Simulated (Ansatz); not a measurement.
# LuP (Fm-3m): from the cell to its phonons, part 2 of 2

Aim: the phonons of LuP (Fm-3m) at a cell relaxed beforehand at this level. After the zone centre comes a 4×4×4 q mesh on a 12×12×12 k mesh.

Ansatz 0.2.0; DFT LDA, scalar-relativistic, plane waves, PAW.

So far. Step 2 (Modes at Γ): Before it was imposed, the acoustic sum rule was missed by 5.2e-5 eV/Å². Small misses are needed for a sound result but don't prove that mesh and cutoff are converged. The lowest optical mode is real, 266 cm⁻¹.

### Step 3. Phonons on a q mesh

Stability and thermal properties need the whole zone. Linear response on a 4×4×4 q mesh gives force constants as far as a supercell of that size would.

File input.yaml:

```yaml
crystal:
  lattice:
    - [0.0, 2.6954447061, 2.6954447061]
    - [2.6954447061, 0.0, 2.6954447061]
    - [2.6954447061, 2.6954447061, 0.0]
  atoms:
    - { symbol: Lu, position: [0.0, 0.0, 0.0] }
    - { symbol: P, position: [0.5, 0.5, 0.5] }
kpoints:
  mp_grid: { grid: [12, 12, 12] }
hamiltonian:
  xc: lda
scf:
  occupations: { method: methfessel_paxton, width: 0.15 }
output:
  eigenvalues: true
phonons:
  method: dfpt
  qmesh: [4, 4, 4]
  temperatures: { t_max: 1000, t_step: 50 }
  qpath:
    path:
      - [[0.0, 0.0, 0.0], [0.5, 0.0, 0.5], [0.625, 0.25, 0.625]]
      - [[0.375, 0.375, 0.75], [0.0, 0.0, 0.0], [0.5, 0.5, 0.5], [0.5, 0.25, 0.75], [0.5, 0.0, 0.5]]
    npoints: 10
```

Command:

```console
$ ansatz run input.yaml --threads 4 --pin off --max-ram 7168MiB --backend cpu --events-out ev --progress --plain --runs-dir out
```

Numbers of over 12 decimals in the logs are rounded to 6 here.

Output:

```text
[...]
Crystal: 2 atoms, lattice volume = 39.167 Å³
Basis set: ecut = 420 eV, 749 PW (Γ), exchange–correlation on 54×54×54 points (8 copies of the dense FFT grid, shifted against one another)
Bands: 19, of which v1, the nominal top of the filled ones, is band 15 counted from 1 (14 counted from 0)
Symmetry: 48 space group operations
k-points: 72 of 1728
[...]
SCF iter   1: F=—  HF=-15222.231826 eV  |F-HF|=—  |Δ(HF+E_count)|=         —  Δρ=4.70e-3  dr2=7.93e-3  ethr=1.77e-3  ⟨swp⟩=5.5  Hψ=7759  notcnv=0
[...]
SCF iter  10: F=-15222.227878 eV  HF=-15222.227878 eV  |F-HF|=5.46e-12  |Δ(HF+E_count)|=  3.64e-12  S|Δr|=    0.00e0  Δρ=1.02e-7  dr2=5.01e-12  ethr=1.00e-12  ⟨swp⟩=9.8  Hψ=10442  notcnv=0
SCF 1 converged in 10 iterations: F = -15222.227878 eV  dr2 = 5.01e-12
[...]
iter 1 solved again at ethr=2.19e-8 eV; its pass at ethr=3.10e-3 eV (dr2=6.57e-6 eV) is discarded
SCF iter   1: F=—  HF=-15222.227878 eV  |F-HF|=—  |Δ(HF+E_count)|=         —  Δρ=9.78e-7  dr2=9.89e-11  ethr=2.19e-8  ⟨swp⟩=5.4  Hψ=14128  notcnv=0
eigensolver tolerance schedule: the retry pair's looser diagonalisation over-reported the residual by 66373.30 of it (diagonalisation noise at 0.88 of the residual, at the tolerance the schedule requests for it); recorded, not acted on — ethr = c·dr2/N_el stays at c = 1.0e-1
[...]
SCF iter   2: F=—  HF=-15222.227878 eV  |F-HF|=—  |Δ(HF+E_count)|=   1.90e-7  S|Δr|=    0.00e0  Δρ=6.44e-7  dr2=1.09e-10  ethr=1.00e-12  ⟨swp⟩=4.9  Hψ=5113  notcnv=0
[...]
SCF iter   5: F=-15222.227878 eV  HF=-15222.227878 eV  |F-HF|=1.82e-12  |Δ(HF+E_count)|=  3.64e-12  S|Δr|=    0.00e0  Δρ=1.39e-7  dr2=2.51e-12  ethr=1.00e-12  ⟨swp⟩=3.0  Hψ=3326  notcnv=0
SCF 2 converged in 5 iterations: F = -15222.227878 eV  dr2 = 2.51e-12
phonons: the bands overlap, so this run is a metal and interpolates without the dipole-dipole term. If the crystal is really an insulator or semiconductor, its LO-TO splitting is missing
NSCF: frozen V_eff on 72 k-points
[...]
DFPT response loops at q = (0, 0, 0) (fractional): preconditioner auto → Kerker (q_TF=auto, 2.610 Å⁻¹) (partly filled bands, converged f_vac=0.000); β = 1.00, the filter's whole step (`scf.mixing.beta` (0.50) is not read by the response loops under this deck's `scf.mixing.preconditioner`; to damp them name `kerker` or `kerker_dos`, under which they read `scf.mixing.beta`, and type it under 1.00, their step now; both keys bind the ground state too); Broyden in place of MSR1
[...]
SCF converged after 10 iterations
[...]
Free energy (F): -15222.227878 eV
[...]
Internal energy: -15222.227993 eV  (E = F + TS)
E sigma→0 (E₀):  -15222.227907 eV
Entropy (-TS):   0.000114 eV (0.057 meV/atom)
Fermi energy:    13.326577 eV
[...]
--- Band table (eV; the first three rows and the last of 72) ---
  k-point 0: bands = [... 11 lower, 9.1058, 14.1355, 14.1355, 14.1355, 14.8233, 14.8233, 14.8233, 15.7669]
  k-point 1: bands = [... 11 lower, 9.1060, 13.2614, 13.5604, 13.5604, 15.0427, 15.0427, 15.2422, 16.4057]
  k-point 2: bands = [... 11 lower, 9.1064, 11.9589, 12.7467, 12.7467, 15.4573, 15.4573, 15.5454, 17.6383]
  k-point 71: bands = [... 11 lower, 9.1008, 10.6310, 10.6310, 10.6565, 16.6456, 16.6456, 17.1369, 19.3291]
--- Phonons (Γ-DFPT): 2 representative perturbations + reference (Σ response iterations 6) ---
  ASR residual: 8.827e-5 → 0.000e0 eV/Å²; symmetrization residual: 2.361e-6 eV/Å²
  ASR residual per site (eV/Å²): 8.83e-5 5.22e-5
  Γ frequencies (cm⁻¹): 0.00 0.00 0.00 266.23 266.23 266.23
--- Phonons (arbitrary-q DFPT): 8 irreducible q on the 4×4×4 mesh ---
  q = [0.0000, 0.0000, 0.0000] (star 1, of the zone-centre solve; hermiticity 6.88e-7, symmetrization 4.77e-12): -0.00 0.00 0.00 266.23 266.23 266.23
  q = [0.0000, 0.0000, 0.2500] (star 8, 2 solved perturbations on 936 of 1728 k-point pairs; hermiticity 1.68e-7, symmetrization 3.34e-13): 77.92 77.92 109.22 276.84 276.84 321.37
[...]
q = [0.0000, 0.2500, 0.2500] (star 6, 4 solved perturbations in 1608 linear systems a pass and spin channel, the states on 510 of 1728 k-point pairs; hermiticity 1.53e-7, symmetrization 1.25e-12): 63.67 63.67 122.77 280.52 280.52 312.08
[...]
sum rule: each row above includes the acoustic sum rule's correction from the zone centre's row sums; it moved no ω² by more than (0.68 cm⁻¹)²
  mesh force constants: q→R imaginary residual 3.81e-18; ASR residual 8.827e-5 → 0.000e0 eV/Å²; symmetrization residual 1.066e-14 eV/Å²
  interpolated dispersion: 62 rows × 6 modes
  density of states and harmonic sums: on the 20×20×20 q-mesh, interpolated from the force constants of a 4×4×4 supercell (no non-analytic term)
  largest difference from the sums on the solved wave vectors: F 1.24e-2 eV, S 1.64e-5 and C_V 4.01e-6 eV/K
  zero-point energy: 0.075137 eV/cell   skipped modes (ω ≤ 0): 3   left out of the sums: 6.25e-5 of the cell's modes: C_V's classical limit lies that fraction below 3 k_B per atom; for a crystal, a wire or a layer, F and S can be off by more, and a phonons.interpolated_qmesh denser along its periods is the remedy for the sampling
```

Wall time 11 min (4 threads of Arm Neoverse N1, shared host); peak memory 3.1 GiB.

This step gave:

```
sum-rule residual before enforcement                       : 8.83e-5 eV/Å²
lowest frequency on the path                               : 0 cm⁻¹
highest frequency on the path or at a solved wavevector    : 333.5 cm⁻¹
mean frequency                                             : 202 cm⁻¹
Debye temperature (second moment)                          : 417 K
logarithmic mean frequency                                 : 175 cm⁻¹
lowest mode on the q mesh (acoustic modes at Γ apart)      : 63.67 cm⁻¹
zero-point energy per atom                                 : 37.57 meV
heat capacity at 300 K                                     : 22.74 J/(mol atoms K)
vibrational entropy at 300 K                               : 30.47 J/(mol atoms K)
edges of the widest gap between branches, on path and mesh : 162.1, 266.2 cm⁻¹
```

Frequencies (cm⁻¹) solved at each irreducible wavevector; negative means imaginary. Frequencies by wavevector, by row:

| q in reciprocal lattice units | star | mode 1 | mode 2 | mode 3 | mode 4 | mode 5 | mode 6 |
| --- | --- | --- | --- | --- | --- | --- | --- |
| 0 0 0 | 1 | 0 | 0 | 0 | 266.2 | 266.2 | 266.2 |
| 0 0 0.25 | 8 | 77.9 | 77.9 | 109.2 | 276.8 | 276.8 | 321.4 |
| 0 0 -0.5 | 4 | 108.9 | 108.9 | 162.1 | 282.5 | 282.5 | 332.1 |
| 0 0.25 0.25 | 6 | 63.7 | 63.7 | 122.8 | 280.5 | 280.5 | 312.1 |
| 0 0.25 -0.5 | 24 | 101.1 | 108.7 | 131.8 | 282.9 | 299.4 | 319.7 |
| 0 0.25 -0.25 | 12 | 85.2 | 108.8 | 144.2 | 286.2 | 298.2 | 322.2 |
| 0 -0.5 -0.5 | 3 | 88.9 | 88.9 | 109.3 | 270.8 | 270.8 | 312.3 |
| 0.25 -0.5 -0.25 | 6 | 101.2 | 101.2 | 131.6 | 304.5 | 304.5 | 308.8 |

Interpolated from a 4×4×4 q mesh. Phonon branches along the path, in cm⁻¹:

| point | branch 1 | branch 2 | branch 3 | branch 4 | branch 5 | branch 6 |
| --- | --- | --- | --- | --- | --- | --- |
| Γ | 0 | 0 | 0 | 266 | 266 | 266 |
| halfway | 64 | 64 | 123 | 280 | 280 | 312 |
| X | 89 | 89 | 109 | 271 | 271 | 312 |
| halfway | 95 | 100 | 108 | 275 | 286 | 312 |
| U | 105 | 106 | 124 | 283 | 309 | 312 |
| jump to K | 105 | 106 | 124 | 283 | 309 | 312 |
| halfway | 71 | 95 | 126 | 281 | 290 | 319 |
| Γ | 0 | 0 | 0 | 266 | 266 | 266 |
| halfway | 78 | 78 | 109 | 277 | 277 | 321 |
| L | 109 | 109 | 162 | 282 | 282 | 332 |
| halfway | 108 | 110 | 144 | 288 | 297 | 326 |
| W | 101 | 101 | 132 | 304 | 304 | 309 |
| halfway | 93 | 108 | 113 | 286 | 291 | 311 |
| X | 89 | 89 | 109 | 271 | 271 | 312 |

The phonon branches as a text plot (rows in cm⁻¹):

```
    327 |                  *****            *************
    313 |      *************    **         *             ********
    299 |   ***         *   ****  **      *          *********
    285 |  * *****     ***********  *    *   ***********     **
    271 |****     ******         ************                  **
    257 |
    243 |
    229 |
    215 |
    201 |
    188 |
    174 |
    160 |                                       *****
    146 |                   ****              **     ***
    132 |       **         *    *            *          ****
    118 |      *  ***    ** *                               **
    104 |    **      ******* *** *          *  ******************
     90 |   *     ******    *** * **       * **             *****
     76 |       **             ***        * *
     63 |  *   *                 ****      *
     49 |   ***                   ***    **
     35 | **                        **   *
     21 | *                          *  *
      7 |*                            **
         Γ           X  U|K            Γ         L        W     X
```

Tetrahedra on a 20×20×20 mesh, mean over bins of 5 cm-1. Interpolated from a 4×4×4 q mesh. Table of phonon density of states by wavenumber; read off at these points:

wavenumber (cm⁻¹), phonon density of states (1/cm⁻¹/cell) and a bar:
```
        2      0.000 
       12      0.000 
       22      0.001 
       28      0.001 
       38      0.002 
       48      0.003 #
       58      0.006 ##
       62      0.008 ##
       72      0.014 ####
       82      0.024 #######
       92      0.043 ############
      102      0.063 ##################
      108      0.095 ##########################
      118      0.012 ###
      128      0.027 ########
      132      0.034 ##########
      138      0.028 ########
      148      0.016 ####
      152      0.008 ##
      162      0.000 
      172      0.000 
      182      0.000 
      188      0.000 
      198      0.000 
      208      0.000 
      218      0.000 
      228      0.000 
      232      0.000 
      242      0.000 
      252      0.000 
      262      0.000 
      272      0.015 ####
      278      0.042 ############
      282      0.108 ##############################
      288      0.095 ##########################
      298      0.044 ############
      308      0.014 ####
      312      0.051 ##############
      322      0.046 #############
      332      0.014 ####
```

Phonopy on the run's constants, 19x19x19 mesh, Gaussian sigma 2.6 cm-1. Interpolated from a 4×4×4 q mesh. The partial phonon density of states by wavenumber; read off at these points; values in 1/cm⁻¹/cell:

| wavenumber (cm⁻¹) | Lu | P |
| --- | --- | --- |
| -10.0 | 0 | 0 |
| 0.0 | 5.0e-5 | 1.0e-5 |
| 10.0 | 0 | 0 |
| 20.0 | 5.0e-4 | 8.7e-5 |
| 30.0 | 9.6e-4 | 1.5e-4 |
| 40.0 | 0.00147 | 2.2e-4 |
| 50.0 | 0.00374 | 5.2e-4 |
| 60.0 | 0.00634 | 7.8e-4 |
| 70.0 | 0.0113 | 0.00121 |
| 80.0 | 0.0190 | 0.00167 |
| 90.0 | 0.0352 | 0.00245 |
| 100.0 | 0.0532 | 0.00255 |
| 110.0 | 0.0763 | 0.00166 |
| 120.0 | 0.0133 | 4.8e-4 |
| 130.0 | 0.0306 | 5.7e-4 |
| 131.7 | 0.0317 | 5.6e-4 |
| 140.0 | 0.0258 | 4.6e-4 |
| 150.0 | 0.0116 | 1.8e-4 |
| 160.0 | 0.00252 | 2.2e-5 |
| 170.0 | 2.6e-6 | 0 |
| 180.0 | 0 | 0 |
| 190.0 | 0 | 0 |
| 200.0 | 0 | 0 |
| 210.0 | 0 | 0 |
| 220.0 | 0 | 0 |
| 230.0 | 0 | 0 |
| 240.0 | 0 | 0 |
| 250.0 | 0 | 0 |
| 260.0 | 2.6e-6 | 2.8e-5 |
| 270.0 | 0.00110 | 0.00886 |
| 280.0 | 0.00465 | 0.0703 |
| 284.8 | 0.00416 | 0.100 |
| 290.0 | 0.00268 | 0.0692 |
| 300.0 | 0.00196 | 0.0373 |
| 310.0 | 0.00135 | 0.0299 |
| 314.6 | 0.00142 | 0.0461 |
| 320.0 | 0.00111 | 0.0429 |
| 330.0 | 5.2e-4 | 0.0246 |
| 340.0 | 0 | 9.7e-5 |
| 350.0 | 0 | 0 |

Second derivatives of the energy by pair, one row for each kind of neighbour of each atom listed. Each entry sums the pair over the periodic images of the supercell that the q mesh stands for, and in a polar crystal it holds the long-range dipole part too. Force constants by pair, by row:

| atom | neighbour | distance (Å) | third of the trace (eV/Å²) | along the pair's line (eV/Å²) |
| --- | --- | --- | --- | --- |
| Lu1 | itself | 0 | 9.763 | – |
| Lu1 | P | 2.695 | -1.264 | -2.896 |
| Lu1 | Lu | 3.812 | -0.1532 | -0.9649 |
| Lu1 | P | 4.669 | -0.0705 | -0.0733 |
| Lu1 | Lu | 5.391 | -0.1869 | -0.5023 |
| Lu1 | P | 6.027 | 0.0571 | 0.1783 |
| Lu1 | Lu | 6.602 | 0.0184 | 0.0417 |
| P2 | itself | 0 | 9.768 | – |
| P2 | Lu | 2.695 | -1.264 | -2.896 |
| P2 | P | 3.812 | -0.129 | -0.5443 |
| P2 | Lu | 4.669 | -0.0705 | -0.0733 |
| P2 | P | 5.391 | -0.1548 | -0.4095 |
| P2 | Lu | 6.027 | 0.0571 | 0.1783 |
| P2 | P | 6.602 | 0.0098 | 0.0111 |

Harmonic thermodynamic functions per atom, from the density of states. Interpolated from a 4×4×4 q mesh. Thermodynamic functions, by row:

| T (K) | F_vib (meV/atom) | S (J/mol-atom/K) | C_V (J/mol-atom/K) |
| --- | --- | --- | --- |
| 0 | 37.57 | 0 | 0 |
| 50 | 37.15 | 2.948 | 6.34 |
| 100 | 33.88 | 9.704 | 13.51 |
| 200 | 17.33 | 21.67 | 20.48 |
| 300 | -9.92 | 30.47 | 22.74 |
| 400 | -45.11 | 37.16 | 23.65 |
| 500 | -86.47 | 42.49 | 24.1 |
| 600 | -132.9 | 46.91 | 24.35 |
| 700 | -183.5 | 50.67 | 24.51 |
| 800 | -237.7 | 53.95 | 24.61 |
| 900 | -295.2 | 56.85 | 24.68 |
| 1000 | -355.5 | 59.46 | 24.73 |

Harmonic mean-square displacement, third of the trace. Interpolated from a 4×4×4 q mesh. Mean square displacements, by row:

| T (K) | Lu1 U_eq (Å²) | P2 U_eq (Å²) |
| --- | --- | --- |
| 0 | 9.40e-4 | 0.00204 |
| 100 | 0.00166 | 0.00243 |
| 300 | 0.00439 | 0.0046 |
| 600 | 0.00866 | 0.00857 |

Symmetry leaves 8 wavevectors to solve. The lowest mode among them, the acoustic zeros apart, lies at q = (0, 0.25, 0.25) and is real, 63.7 cm⁻¹.

### Step 4. Results

```
space group (within 0.01 Å)                             : Fm-3m
volume per atom                                         : 19.6 Å³
electronic character                                    : no gap on this mesh
highest optical mode at the zone centre (no LO-TO term) : 266 cm⁻¹
lowest optical zone-centre mode                         : 266 cm⁻¹
lowest mode on the q mesh (acoustic modes at Γ apart)   : 63.7 cm⁻¹
highest frequency on the path or at a solved wavevector : 334 cm⁻¹
zero-point energy per atom                              : 37.6 meV
heat capacity at 300 K                                  : 22.7 J/(mol atoms K)
vibrational entropy at 300 K                            : 30.5 J/(mol atoms K)
Debye temperature (second moment)                       : 417 K
imaginary modes on the 4×4×4 q mesh                     : none
```

The structure is a minimum as far as tested: no mode is imaginary at the 8 irreducible wavevectors of the 4×4×4 mesh, and the softest away from the acoustic zeros lies at 64 cm⁻¹. The optical modes at Γ form one degenerate level at 266 cm⁻¹. The highest mode in this list at Γ, 266.2 cm⁻¹, is mostly motion of P (85 % of the kinetic energy). On the path and the mesh, the widest gap between branches runs from 162 to 266 cm⁻¹. With no gap, or one that is small against the smearing, the frequencies hang on the k mesh and the smearing, most of all near Kohn anomalies. Spin-orbit coupling is left out, which can matter for the heavy elements here. These are harmonic frequencies at zero temperature: anharmonic shifts, linewidths and thermal expansion are left out.

[Logs are printed without paths, hosts, clocks, repeated set-up lines and the standing remarks that a program may print on its own settings, such as how far it seeks lower states.]

[Hosts, paths, dates, database ids (printed as entryN), source tags and the programs' standing remarks are cut or masked in the printed files.]
